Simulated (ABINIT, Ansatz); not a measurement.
Records of electronic-structure calculations.

**How the form of the self-energy moves the gap of AlH3 (R-3c)**

It takes space group R-3c (No. 167, trigonal). Conventional cell: a = 4.449 Å, b = 4.449 Å, c = 11.804 Å, α = 90.00°, β = 90.00°, γ = 120.00°. Nearest to Al lie 6 H at 1.72 Å. Nearest to H lie 2 Al at 1.72 Å. Farther neighbours, and contacts between anions beyond the nearest, are not listed.

```
method                                   : RPA screening on LDA, plane waves, norm-conserving pseudopotentials (and 4 further levels or steps)
program                                  : ABINIT 10.8.3
settings                                 : cutoff 31 Ha, PseudoDojo scalar-relativistic 0.4.1 standard, norm-conserving, ngkpt (4, 4, 4), nband 68, ecuteps 4.2 Ha, gwcalctyp 2, nfreqre 16, nfreqim 8, inclvkb 2, freqremax 40 eV, spmeth 1, nomegasf 120, shiftk (0, 0, 0), symchi 1, awtr 1, frequency cd, 4×4×4 k-mesh
cost                                     : 9 runs, 5.6 min in all on 4 MPI ranks of Intel Xeon Platinum 8259CL at 2.50GHz (Skylake/Cascade Lake), shared host
notes                                    : The program’s warnings: Min real frequency set to default [Ha] = and nkpt*nsppol () is not a multiple of nproc spkpt (). The cell and positions come from the Crystallography Open Database and are kept as given unless a step says otherwise. Static COHSEX lies above G0W0: it lacks the factor Z and overstates the Coulomb hole of the filled states.
G0W0, Godby-Needs plasmon pole           : 3.702 eV
G0W0, Engel-Farid plasmon pole           : 3.697 eV
G0W0, von der Linden-Horsch plasmon pole : 3.699 eV
one-shot COHSEX                          : 4.359 eV
one-shot Hartree-Fock                    : 9.331 eV
G0W0, contour deformation                : 3.702 eV
known limits                             : short of the basis limit
```

G0W0, Engel-Farid plasmon pole: −0.005 eV against G0W0, Godby-Needs plasmon pole. G0W0, von der Linden-Horsch plasmon pole: −0.003 eV against G0W0, Godby-Needs plasmon pole.

[Long decimals in the printed logs are rounded to 6 places.]

[Logs are printed without paths, hosts, clocks, repeated set-up lines and the standing remarks that a program may print on its own settings, such as how far it seeks lower states.]

[Paths, hosts, dates, memory and timing lines, banners, echoed tables and standing remarks are left out of the program output; an Ansatz launch command may be rebuilt from the run's recorded settings. Measured values are a selection of at most five: reports struck by readers or far from the other reports are left out. None is set beside runs whose start may be inverted or whose files or cutoffs have a known fault.]

[Runs of the session that timed out or met a known fault of the program may be left out.]

[Hosts, paths, dates, database ids (printed as entryN), source tags and the programs' standing remarks are cut or masked in the printed files.]

[G0W0 gaps are taken among the corrected bands and points alone; a level outside them can change the order at an edge.]

[Where Ansatz stands beside ABINIT at settings called matched, ABINIT's density can come from a denser mesh and the files from another edition; pairs whose starting gaps differed by over 0.03 eV were left out, so agreement reads better than it is.]
